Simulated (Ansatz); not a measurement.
# (CaO)3(YN)1 [001] superlattice, started as rocksalt type: the cell at rest

Wanted: the relaxed cell of (CaO)3(YN)1 [001] superlattice, started as rocksalt type.

Calculated with Ansatz 0.2.0; DFT PBEsol, scalar-relativistic, plane waves, PAW.

The structure was built from a prototype and need not be the compound's stable phase.

## 1. The starting structure

Symmetry: P4/mmm, No. 123, tetragonal system. Conventional cell: a = 3.415 Å, b = 3.415 Å, c = 9.660 Å, α = 90.00°, β = 90.00°, γ = 90.00°. Ca has 1 N at 2.42 Å and 5 O at 2.42 Å nearest. Nearest to Ca lie 6 O at 2.42 Å. Nearest to N lie 4 Y at 2.42 Å and 2 Ca at 2.42 Å. Nearest to O lie 5 Ca at 2.42 Å and 1 Y at 2.42 Å. Nearest to O lie 6 Ca at 2.42 Å. Nearest to Y lie 4 N at 2.42 Å and 2 O at 2.42 Å. Farther neighbours and most contacts between anions are not listed.

## 2. Probe on a coarse mesh

First a cheap look: the gap decides the mesh and the occupations, the pressure tells how far the cell has to move.

The input, input.yaml:

```yaml
crystal:
  lattice:
    - [2.415, 2.415, 0.0]
    - [-2.415, 2.415, 0.0]
    - [0.0, 0.0, 9.66]
  atoms:
    - { symbol: Ca, position: [0.0, 0.0, 0.0] }
    - { symbol: Ca, position: [0.5, 0.5, 0.25] }
    - { symbol: Ca, position: [0.0, 0.0, 0.5] }
    - { symbol: "N", position: [0.0, 0.0, 0.75] }
    - { symbol: O, position: [0.5, 0.5, 0.0] }
    - { symbol: O, position: [0.0, 0.0, 0.25] }
    - { symbol: O, position: [0.5, 0.5, 0.5] }
    - { symbol: "Y", position: [0.5, 0.5, 0.75] }
kpoints:
  mp_grid: { grid: [6, 6, 2] }
hamiltonian:
  xc: pbesol
scf:
  occupations: { method: gaussian, width: 0.1 }
output:
  forces: true
  stress: true
  eigenvalues: true
```

Started as:

```
> ansatz run input.yaml --threads 8 --pin off --max-ram 14336MiB --backend cpu --events-out ev --progress --plain --runs-dir out
```

Numbers of over 12 decimals in the logs are rounded to 6 here.

The program printed:

```text
Engine: ansatz 0.2.0, aarch64-unknown-linux-gnu
Pseudopotentials: kind: paw
Pseudopotential: Ca, paw, valence charge 10, recommended cutoff 420 eV (normal), Ca.paw.azcp
Pseudopotential: N, paw, valence charge 5, recommended cutoff 420 eV (normal), N.paw.azcp
Pseudopotential: O, paw, valence charge 6, recommended cutoff 420 eV (normal), O.paw.azcp
[...]
k-point 0: bands = [... 28 lower, 8.0234, 8.9441, 9.8991, 9.8991, 10.8168, 12.3098, 12.8370, 12.8838, ... 3 higher]
  k-point 1: bands = [... 28 lower, 7.9944, 8.4898, 9.8896, 9.8896, 10.8492, 12.0257, 13.4565, 13.5285, ... 3 higher]
  k-point 2: bands = [... 28 lower, 7.7517, 8.7146, 8.8141, 9.2479, 11.9106, 13.0045, 13.3890, 13.6150, ... 3 higher]
  k-point 19: bands = [... 28 lower, 7.3943, 8.9899, 9.0332, 9.0332, 11.7552, 11.7552, 12.6880, 12.6880, ... 3 higher]
[key lines of the parts left out:]
SCF converged after 7 iterations
Free energy (F): -11251.322199 eV
Fermi energy:    10.363226 eV
P = ⅓ Tr σ = -2.6234 GPa (-26.234 kbar)
```

Wall time 2.2 s (8 threads of Arm Neoverse N1, shared host); peak memory 0.55 GiB.

A gap read on the k-mesh alone can miss the band edges.

This step gave:

```yaml
pressure: -2.623 GPa
gap_on_the_k_mesh: 0.9177 eV
volume_per_atom: 14.08 Å³
direct_gap_on_mesh: 0.9177 eV
```

The coarse mesh shows a gap of 0.92 eV and a pressure of -2.6 GPa.

## 3. Relaxation

Harmonic phonons are second derivatives at a point where the forces vanish, and they are wanted at zero stress, so atoms and cell are relaxed first.

Edit input.yaml of step 2 so:

```diff
@@ -15,3 +15,3 @@
 kpoints:
-  mp_grid: { grid: [6, 6, 2] }
+  mp_grid: { grid: [8, 8, 4] }
 hamiltonian:
@@ -19,3 +19,3 @@
 scf:
-  occupations: { method: gaussian, width: 0.1 }
+  occupations: { method: gaussian, width: 0.02 }
 output:
@@ -24 +24,6 @@
   eigenvalues: true
+relax:
+  adjacent_minimum: "off"
+  f_tol: 0.005
+  max_steps: 80
+  cell: { stress_tol: 0.05 }
```

The program printed:

```text
[...]
Crystal: 8 atoms, lattice volume = 112.679 Å³
Basis set: ecut = 420 eV, 2213 PW (Γ), exchange–correlation on 48×48×144 points (8 copies of the dense FFT grid, shifted against one another)
Bands: 40, of which v1, the nominal top of the filled ones, is band 32 counted from 1 (31 counted from 0)
Symmetry: 16 space group operations
[...]
k-points: 45 of 256
[...]
SCF iter   1: F=—  HF=-11251.385362 eV  |F-HF|=—  |Δ(HF+E_count)|=         —  Δρ=1.47e-2  dr2=2.46e-1  ethr=1.77e-3  ⟨swp⟩=10.3  Hψ=9573  notcnv=0  defer=5
[...]
SCF iter   7: F=-11251.326977 eV  HF=-11251.326977 eV  |F-HF|=6.96e-8  |Δ(HF+E_count)|=   4.28e-7  Δρ=9.86e-6  dr2=6.76e-8  ethr=1.56e-10  ⟨swp⟩=9.5  Hψ=8453  notcnv=0
SCF 1 converged in 7 iterations: F = -11251.326977 eV  dr2 = 6.76e-8
[...]
relax step   1: F+E_penalty+E_count = -11251.32697693 eV  Δ(F+E_penalty+E_count) = +0.000e0 eV  max|allowed force component| = 3.071e-1 eV/Å  Δτ_max = 0.0000 Å  P = -2.641 GPa  Ω = 112.679 Å³  (7 SCF iters, dr2 threshold 1.00e-7 eV, accepted)
Crystal: 8 atoms, lattice volume = 109.138 Å³
Basis set: ecut = 420 eV, 2111 PW (Γ), exchange–correlation on 48×48×144 points (8 copies of the dense FFT grid, shifted against one another)
[...]
iter 1 solved again at ethr=2.68e-5 eV; its pass at ethr=3.10e-3 eV (dr2=1.72e-2 eV) is discarded
[...]
SCF iter   7: F=-11251.348186 eV  HF=-11251.348186 eV  |F-HF|=2.03e-8  |Δ(HF+E_count)|=   5.47e-7  Δρ=8.52e-6  dr2=4.63e-8  ethr=1.25e-9  ⟨swp⟩=2.6  Hψ=5826  notcnv=0
the search or the solves at the SCF's close seem to have found levels that the self-consistency loop had missed (the run counts 2). By its estimate they hold under 1e-12 electrons; where the run keeps them, the occupations were computed again with them
SCF 2 converged in 7 iterations: F = -11251.348186 eV  dr2 = 4.63e-8
relax step   2: F+E_penalty+E_count = -11251.34818558 eV  Δ(F+E_penalty+E_count) = -2.121e-2 eV  max|allowed force component| = 3.320e-1 eV/Å  Δτ_max = 0.0348 Å  P = +1.480 GPa  Ω = 109.138 Å³  energy of the carried Pulay correction = +9.159e-3 eV  (7 SCF iters, dr2 threshold 8.00e-7 eV, accepted)
Crystal: 8 atoms, lattice volume = 110.336 Å³
Basis set: ecut = 420 eV, 2125 PW (Γ), exchange–correlation on 48×48×144 points (8 copies of the dense FFT grid, shifted against one another)
[...]
SCF iter   6: F=-11251.360401 eV  HF=-11251.360401 eV  |F-HF|=3.79e-7  |Δ(HF+E_count)|=   3.37e-7  Δρ=2.17e-5  dr2=4.77e-7  ethr=1.25e-9  ⟨swp⟩=6.7  Hψ=7160  notcnv=0
SCF 3 converged in 6 iterations: F = -11251.360401 eV  dr2 = 4.77e-7
relax step   3: F+E_penalty+E_count = -11251.36040105 eV  Δ(F+E_penalty+E_count) = -1.222e-2 eV  max|allowed force component| = 2.915e-2 eV/Å  Δτ_max = 0.0180 Å  P = -0.005 GPa  Ω = 110.336 Å³  energy of the carried Pulay correction = +6.027e-3 eV  (6 SCF iters, dr2 threshold 8.00e-7 eV, accepted)
[...]
relax step   4: F+E_penalty+E_count = -11251.36048590 eV  Δ(F+E_penalty+E_count) = -8.486e-5 eV  max|allowed force component| = 9.782e-3 eV/Å  Δτ_max = 0.0020 Å  P = -0.013 GPa  Ω = 110.335 Å³  energy of the carried Pulay correction = +6.030e-3 eV  (5 SCF iters, dr2 threshold 5.31e-8 eV, accepted)
[...]
relax step   5: F+E_penalty+E_count = -11251.36054980 eV  Δ(F+E_penalty+E_count) = -6.390e-5 eV  max|allowed force component| = 2.974e-3 eV/Å  Δτ_max = 0.0013 Å  P = +0.000 GPa  Ω = 110.319 Å³  energy of the carried Pulay correction = +6.072e-3 eV  (5 SCF iters, dr2 threshold 5.98e-9 eV, accepted)
[...]
relax step   6: F+E_penalty+E_count = -11251.35509604 eV  Δ(F+E_penalty+E_count) = +5.454e-3 eV  max|allowed force component| = 2.981e-3 eV/Å  Δτ_max = 0.0000 Å  P = -0.089 GPa  Ω = 110.319 Å³  stress off target by 9.80e-2 GPa  SCF on the basis re-selected at this cell (its energy is not comparable with the rows above)  (6 SCF iters)
[...]
relax step   7: F+E_penalty+E_count = -11251.35532537 eV  Δ(F+E_penalty+E_count) = -2.293e-4 eV  max|allowed force component| = 7.679e-4 eV/Å  Δτ_max = 0.0005 Å  P = +0.004 GPa  Ω = 110.239 Å³  energy of the carried Pulay correction = +2.067e-4 eV  (5 SCF iters, dr2 threshold 2.40e-8 eV, accepted)
[...]
SCF iter   1: F=—  HF=-11251.355177 eV  |F-HF|=—  |Δ(HF+E_count)|=         —  Δρ=6.05e-6  dr2=1.50e-8  ethr=2.96e-7  ⟨swp⟩=3.1  Hψ=13831  notcnv=0
eigensolver tolerance schedule: the retry pair's looser diagonalisation over-reported the residual by 12657.36 of it (diagonalisation noise at an unbounded share of the residual, at the tolerance the schedule requests for it); recorded, not acted on — ethr = c·dr2/N_el stays at c = 1.0e-1
[...]
SCF iter   2: F=—  HF=-11251.355161 eV  |F-HF|=—  |Δ(HF+E_count)|=   1.63e-5  Δρ=3.76e-6  dr2=9.63e-9  ethr=2.34e-11  ⟨swp⟩=3.0  Hψ=3871  notcnv=0
[...]
SCF iter   5: F=-11251.355161 eV  HF=-11251.355161 eV  |F-HF|=1.82e-11  |Δ(HF+E_count)|=  3.09e-11  Δρ=2.71e-7  dr2=2.92e-11  ethr=1.00e-12  ⟨swp⟩=5.0  Hψ=5603  notcnv=0
SCF 8 converged in 5 iterations: F = -11251.355161 eV  dr2 = 2.92e-11
relax step   8: F+E_penalty+E_count = -11251.35516093 eV  Δ(F+E_penalty+E_count) = +1.644e-4 eV  max|allowed force component| = 7.606e-4 eV/Å  Δτ_max = 0.0000 Å  P = +0.002 GPa  Ω = 110.239 Å³  stress off target by 2.87e-3 GPa  SCF on the basis re-selected at this cell (its energy is not comparable with the rows above)  (5 SCF iters)
[...]
SCF converged after 5 iterations
Free energy (F): -11251.355161 eV
[...]
Internal energy: -11251.355161 eV  (E = F + TS)
E sigma→0 (E₀):  -11251.355161 eV
Fermi energy:    10.740858 eV
[...]
--- Forces (eV/Å), atoms counted from 1 ---
  atom   1  Ca     0.00000000    -0.00000000     0.00076056
  atom   2  Ca    -0.00000000    -0.00000000     0.00000000
  atom   3  Ca    -0.00000000    -0.00000000    -0.00076056
  atom   4  N     -0.00000000     0.00000000     0.00000000
  atom   5  O      0.00000000     0.00000000    -0.00067243
  atom   6  O     -0.00000000     0.00000000     0.00000000
  atom   7  O     -0.00000000     0.00000000     0.00067243
  atom   8  Y     -0.00000000    -0.00000000     0.00000000
  max |Σ_I F_I| component: 1.36e-20 eV/Å
--- Stress (GPa, compression-positive) ---
        0.002873      -0.000000      -0.000000
       -0.000000       0.002873       0.000000
       -0.000000       0.000000       0.000472
  P = ⅓ Tr σ = 0.0021 GPa (0.021 kbar)
--- Band table (eV; the first three rows and the last of 45) ---
  k-point 0: bands = [... 28 lower, 8.2009, 9.2721, 10.3101, 10.3101, 11.1713, 12.4783, 13.1040, 13.2829, ... 4 higher]
  k-point 1: bands = [... 28 lower, 8.1786, 9.0607, 10.3049, 10.3049, 11.1937, 12.3086, 13.3845, 13.5383, ... 4 higher]
  k-point 2: bands = [... 28 lower, 8.1458, 8.8434, 10.2999, 10.2999, 11.2185, 12.1868, 13.7312, 13.8862, ... 4 higher]
  k-point 44: bands = [... 28 lower, 7.5524, 9.3502, 9.4600, 9.4600, 12.1414, 12.1414, 12.8539, 12.8539, ... 4 higher]
--- Relaxed structure (6 steps of the walk, 6 accepted, 2 SCFs on fresh bases) ---
  F+E_penalty+E_count = -11251.35516093 eV   max|allowed force component| = 7.606e-4 eV/Å   (the final SCF, on the basis selected at the relaxed cell)
  cell:  # Å, volume = 110.2392 Å³
    - [2.397130, 2.397130, 0.0]
    - [-2.397130, 2.397130, 0.0]
    - [0.0, 0.0, 9.592304]
  atoms:
    - { symbol: Ca, position: [0, 0, 0.00207721] }
    - { symbol: Ca, position: [0.5, 0.5, 0.250000] }
    - { symbol: Ca, position: [0, 0, 0.497923] }
    - { symbol: N, position: [0, 0, 0.750000] }
    - { symbol: O, position: [0.5, 0.5, -0.000632113] }
    - { symbol: O, position: [0, 0, 0.250000] }
    - { symbol: O, position: [0.5, 0.5, 0.500632] }
    - { symbol: Y, position: [0.5, 0.5, 0.750000] }
```

Elapsed: 26 s, on 8 threads; peak memory 0.65 GiB; 3.1 min of CPU time.

Step by step:

```
step  energy less that of the first step (eV)  largest force component (eV/Å)  pressure (GPa)  volume (Å³)
   1                                   0.0000                          0.3071           -2.64       112.68
   2                                  -0.0212                          0.3320            1.48       109.14
   3                                  -0.0334                          0.0291            0.00       110.34
   4                                  -0.0335                          0.0098           -0.01       110.34
   5                                  -0.0336                          0.0030            0.00       110.32
  6*                                  -0.0281                          0.0030           -0.09       110.32
   7                                  -0.0283                          0.0008            0.00       110.24
  8*                                  -0.0282                          0.0008            0.00       110.24
```

Relaxation steps marked * repeat the geometry before them on a plane-wave basis chosen anew for their cell, so energy and pressure can jump there.

The run keeps the 16 symmetry operations that it works with, so distortions that break them were not tested.

```
conventional cell, symmetrised  before  after  change
                         a (Å)   3.415  3.390  -0.7 %
                         b (Å)   3.415  3.390  -0.7 %
                         c (Å)   9.660  9.592  -0.7 %
              volume (Å³/atom)   14.08  13.78  -2.2 %
```

The atoms that moved most (Å, as changes of fractional coordinates times the final cell):

```
atom     dx     dy      dz  length
 Ca1  0.000  0.000   0.020   0.020
 Ca3  0.000  0.000  -0.020   0.020
  O7  0.000  0.000   0.006   0.006
  O5  0.000  0.000  -0.006   0.006
```

The relaxed structure:

```cif
data_structure
_symmetry_space_group_name_H-M 'P 1'
_symmetry_Int_Tables_number 1
_cell_length_a 3.3901
_cell_length_b 3.3901
_cell_length_c 9.5923
_cell_angle_alpha 90.000
_cell_angle_beta 90.000
_cell_angle_gamma 90.000
_cell_volume 110.24
loop_
_atom_site_label
_atom_site_type_symbol
_atom_site_fract_x
_atom_site_fract_y
_atom_site_fract_z
_atom_site_occupancy
Ca1 Ca 0.00000 0.00000 0.00208 1
Ca2 Ca 0.50000 0.50000 0.25000 1
Ca3 Ca 0.00000 0.00000 0.49792 1
N4 N 0.00000 0.00000 0.75000 1
O5 O 0.50000 0.50000 0.99937 1
O6 O 0.00000 0.00000 0.25000 1
O7 O 0.50000 0.50000 0.50063 1
Y8 Y 0.50000 0.50000 0.75000 1
```

Numbers from this step:

| Quantity | Value |
| --- | --- |
| pressure | 0.002072 GPa |
| gap on the k-mesh | 0.8611 eV |
| volume per atom | 13.78 Å³ |
| direct gap on mesh | 0.8611 eV |

In this step the volume went from 14.08 to 13.78 Å³/atom.

## 4. Relaxing to small forces for the phonons

Phonons need a cell at rest on their own settings, so the relaxation is repeated with tight tolerances on forces and stress, using the mesh and the filling of the phonon run that follows.

The input, input.yaml:

```yaml
crystal:
  lattice:
    - [2.3971304646, 2.3971304646, 0.0]
    - [-2.3971304646, 2.3971304646, 0.0]
    - [0.0, 0.0, 9.5923035021]
  atoms:
    - { symbol: Ca, position: [0.0, 0.0, 0.0020772059] }
    - { symbol: Ca, position: [0.5, 0.5, 0.25] }
    - { symbol: Ca, position: [0.0, 0.0, 0.4979227941] }
    - { symbol: "N", position: [0.0, 0.0, 0.75] }
    - { symbol: O, position: [0.5, 0.5, -0.0006321129] }
    - { symbol: O, position: [0.0, 0.0, 0.25] }
    - { symbol: O, position: [0.5, 0.5, 0.5006321129] }
    - { symbol: "Y", position: [0.5, 0.5, 0.75] }
kpoints:
  mp_grid: { grid: [8, 8, 4] }
hamiltonian:
  xc: pbesol
scf:
  occupations: { method: fixed }
output:
  forces: true
  stress: true
  eigenvalues: true
relax:
  adjacent_minimum: "off"
  f_tol: 0.001
  max_steps: 60
  cell: { stress_tol: 0.01 }
```

The program printed:

```text
[...]
Crystal: 8 atoms, lattice volume = 110.239 Å³
Basis set: ecut = 420 eV, 2117 PW (Γ), exchange–correlation on 48×48×144 points (8 copies of the dense FFT grid, shifted against one another)
Bands: 40, of which v1, the nominal top of the filled ones, is band 32 counted from 1 (31 counted from 0)
Symmetry: 16 space group operations
[...]
k-points: 45 of 256
[...]
- [-2.3971304646, 2.3971304646, 0.0]
    - [0.0, 0.0, 9.5923035021]
  atoms:
    - { symbol: Ca, position: [0.0, 0.0, 0.00207721] }
    - { symbol: Ca, position: [0.5, 0.5, 0.250000] }
    - { symbol: Ca, position: [0.0, 0.0, 0.497923] }
    - { symbol: N, position: [0.0, 0.0, 0.75] }
    - { symbol: O, position: [0.5, 0.5, -0.0006321129] }
    - { symbol: O, position: [0.0, 0.0, 0.250000] }
    - { symbol: O, position: [0.5, 0.5, 0.5006321129] }
    - { symbol: Y, position: [0.5, 0.5, 0.75] }
[key lines of the parts left out:]
SCF converged after 8 iterations
Free energy (F): -11251.355161 eV
Fermi energy:    10.310122 eV
P = ⅓ Tr σ = 0.0021 GPa (0.021 kbar)
```

It took 7.5 s on 8 threads; peak memory 0.63 GiB; 51 s of CPU time.

Little changed from the start: no atom moved by 0.005 Å and no cell edge by 0.1 %.

Numbers from this step:

- pressure: 0.002073 GPa
- gap on the k-mesh: 0.8612 eV
- direct gap on mesh: 0.8612 eV

The largest force component left is 0.76 meV/Å and the pressure is 0.002 GPa, within the tolerances set. The cell now holds 13.78 Å³/atom.

## 5. Outcome

```
space group after relaxation (within 0.01 Å) : P4/mmm
lattice constant a                           : 3.390 Å
lattice constant b                           : 3.390 Å
lattice constant c                           : 9.592 Å
volume per atom                              : 13.8 Å³
gap on the k-mesh                            : 0.861 eV
```

The largest force component left is 0.76 meV/Å and the pressure is 0.002 GPa, within the tolerances set. The cell now holds 13.78 Å³/atom. The relaxation keeps the symmetry of its start, so it says nothing on stability against lower symmetry. The starting cell was built on a prototype and not taken from a measurement, so the phase need not exist.

[Logs are printed without paths, hosts, clocks, repeated set-up lines and the standing remarks that a program may print on its own settings, such as how far it seeks lower states.]

[Hosts, paths, dates, database ids (printed as entryN), source tags and the programs' standing remarks are cut or masked in the printed files.]
